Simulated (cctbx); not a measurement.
## Diagnosing a refinement

Cell a = 8.4470 Å, b = 8.4470 Å, c = 8.4470 Å, α = 90.00°, β = 90.00°, γ = 90.00°; space group Im-3m (no. 229). The compound is Gd4Ge6Rh7.

Simulated single-crystal data (cctbx): Mo Kα, λ = 0.71073 Å, to d = 0.7 Å, 50 % of the full sphere, strongest reflection 5000 counts, noise from counting, a 6 % proportional error and a noise floor of 15 counts (s.d.); no absorption.

An anisotropic refinement with weights 1/σ² prints:

```text
Rint 0.113, 113 unique reflections to 0.70 A
cycle     R1     wR2    GooF  max shift (A)
   1  0.1171  0.2299   5.288   0.00448
   2  0.0460  0.0978   2.250   0.00000
final R1 0.0460 wR2 0.0978 GooF 2.250  parameters 8  data/parameter 14.1
atom        x        y        z      Ueq    occ   su(xyz)  su(Uiso or U11)
Gd1    0.25000  0.25000  0.25000   0.0051  1.000  0.00000  0.0005
Ge1    0.00000  0.00000  0.00000  -0.0067  1.000  0.00000  0.0012  NPD
Rh1    0.25000  0.00000  0.50000   0.0075  1.000  0.00000  0.0013
Rh2    0.67922  0.00000  0.00000   0.0211  1.000  0.00056  0.0022
difference map: max 3.83 min -3.81 rms 1.17
Q1    0.2500  0.2500  0.2500    8    3.91  0.00 A from Gd1
Q2    0.1579  0.1579  0.1579   16    3.28  1.35 A from Gd1
Q3    0.0000  0.0000  0.0535   12    2.88  0.45 A from Ge1
Q4    0.0770  0.1964  0.2834   96    2.31  1.56 A from Gd1
Q5    0.0000  0.0592  0.4612   48    2.28  1.29 A from Rh2
Q6    0.0000  0.0854  0.2382   48    1.86  1.00 A from Rh2
```

Q: Accept it or mend it, and why?

Mend it. The fault: elements exchanged: Rh2 is Ge and Ge1 is Rh. Against the right model at the same level, R1 goes from 0.0211 to 0.0460 and GooF from 0.85 to 2.25, U of Ge1 shrinks from 0.0077 to -0.0067 Å², U of Rh2 swells from 0.0097 to 0.0211 Å² and Ge1 goes non-positive-definite. Rh2 has 13 electrons too many and its U swells to shed them, as expected; Ge1 has 13 electrons too few and its U shrinks to make up, as expected.

The compound is Gd4Ge6Rh7. The right model at the same level gives:

```text
Rint 0.113, 113 unique reflections to 0.70 A
cycle     R1     wR2    GooF  max shift (A)
   1  0.0223  0.0408   0.938   0.00107
   2  0.0211  0.0369   0.849   0.00000
final R1 0.0211 wR2 0.0369 GooF 0.849  parameters 8  data/parameter 14.1
atom        x        y        z      Ueq    occ   su(xyz)  su(Uiso or U11)
Gd1    0.25000  0.25000  0.25000   0.0066  1.000  0.00000  0.0002
Rh1    0.00000  0.00000  0.00000   0.0077  1.000  0.00000  0.0005
Rh2    0.25000  0.00000  0.50000   0.0086  1.000  0.00000  0.0005
Ge1    0.67882  0.00000  0.00000   0.0097  1.000  0.00021  0.0008
difference map: max 2.10 min -2.47 rms 0.63
Q1    0.1531  0.1531  0.1531   16    2.27  1.42 A from Gd1
Q2    0.0000  0.2860  0.3712   48    1.82  1.13 A from Rh2
Q3    0.0000  0.0000  0.0883   12    1.73  0.75 A from Rh1
Q4    0.0845  0.2026  0.2943   96    1.58  1.50 A from Gd1
Q5    0.0000  0.0812  0.0812   24    1.56  0.97 A from Rh1
Q6    0.0767  0.3340  0.3340   48    1.53  1.70 A from Rh2
```

This is a model crystal, built by substitution and not relaxed, with assumed displacement parameters.

[Middle refinement cycles are left out of these outputs.]

[Logs are printed without paths, hosts, clocks, repeated set-up lines and the standing remarks that a program may print on its own settings, such as how far it seeks lower states.]
